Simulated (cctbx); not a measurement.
# Resonant diffraction in Mg12Cd3Pt

Space group P-6m2 (no. 187), a = 6.3080 Å, b = 6.3080 Å, c = 9.9760 Å, α = 90.00°, β = 90.00°, γ = 120.00°.

| atom | mult. | x | y | z | Ueq (Å²) |
| --- | --- | --- | --- | --- | --- |
| Pt1 | 1 | 2/3 | 1/3 | 0 | 0.0075 |
| Cd1 | 3 | 0.1651 | 0.8349 | 0 | 0.0080 |
| Mg1 | 2 | 1/3 | 2/3 | 0.7555 | 0.0131 |
| Mg2 | 6 | 0.3290 | 0.1645 | 0.7384 | 0.0147 |
| Mg3 | 3 | 0.1683 | 0.8317 | 1/2 | 0.0110 |
| Mg4 | 1 | 2/3 | 1/3 | 1/2 | 0.0164 |

The model was made for the exercise: a known structure type with other elements put in, its volume estimated, not relaxed; displacement parameters are assumed.

Calculated with cctbx: free-atom f′ and f″ from the Sasaki tables, no fine structure; amplitudes in electrons.

How do |F(hkl)| and |F(−h−k−l)| change across the Cd K edge?

```text
E (eV)    f'(Cd)   f''           |F|1 1 2        |F|0 0 1        |F|0 2 1        |F|0 1 1
  26111   -3.33   0.58       28.9/  28.9    156.6/ 156.6    138.1/ 137.9     30.5/  30.5
  26461   -4.12   0.57       29.6/  29.6    154.2/ 154.2    135.8/ 135.6     31.3/  31.3
  26591   -4.79   0.56       30.3/  30.3    152.2/ 152.2    133.8/ 133.6     32.0/  31.9
  26651   -5.43   0.56       30.9/  30.9    150.3/ 150.3    132.0/ 131.7     32.6/  32.6
  26681   -6.07   0.56       31.5/  31.5    148.4/ 148.4    130.1/ 129.9     33.2/  33.2
  26696   -6.69   0.56       32.1/  32.1    146.5/ 146.5    128.3/ 128.1     33.8/  33.8
  26703   -7.20   0.56       32.6/  32.6    145.0/ 145.0    126.8/ 126.6     34.3/  34.3
  26707   -7.80   0.56       33.2/  33.2    143.2/ 143.2    125.0/ 124.8     34.9/  34.9
  26715   -8.69   3.60       33.9/  33.9    141.2/ 141.2    123.4/ 122.7     35.7/  35.5
  26719   -7.80   3.60       33.0/  33.0    143.8/ 143.8    125.9/ 125.3     34.9/  34.6
  26726   -6.93   3.60       32.2/  32.2    146.4/ 146.4    128.5/ 127.9     34.0/  33.7
  26741   -6.18   3.59       31.4/  31.4    148.7/ 148.7    130.7/ 130.1     33.3/  33.0
  26771   -5.46   3.59       30.7/  30.7    150.8/ 150.8    132.7/ 132.2     32.5/  32.3
  26861   -4.53   3.57       29.8/  29.8    153.6/ 153.6    135.4/ 134.9     31.6/  31.4
  27111   -3.53   3.51       28.8/  28.8    156.5/ 156.5    138.3/ 137.8     30.6/  30.4
```

The edge is at 26711 eV. f′ of Cd falls from -4.8 e at 26591 eV to -7.8 e at 4 eV below it, and f″ steps from 0.56 to 3.60 e across it. Over that approach |F| changes by +10 % (1 1 2), -6 % (0 0 1), -7 % (0 2 1) and +9 % (0 1 1): a reflection falls where Cd scatters in phase with the total and rises where it scatters against it; it hardly moves where the Cd term is small or cancels by symmetry or lies in quadrature to the total. The f″ term interferes with the normal scattering with opposite sign for the two Friedel mates. The largest Friedel difference in the scan is 0.9 % of the mean (0 1 1, at 26741 eV).

[Logs are printed without paths, hosts, clocks, repeated set-up lines and the standing remarks that a program may print on its own settings, such as how far it seeks lower states.]
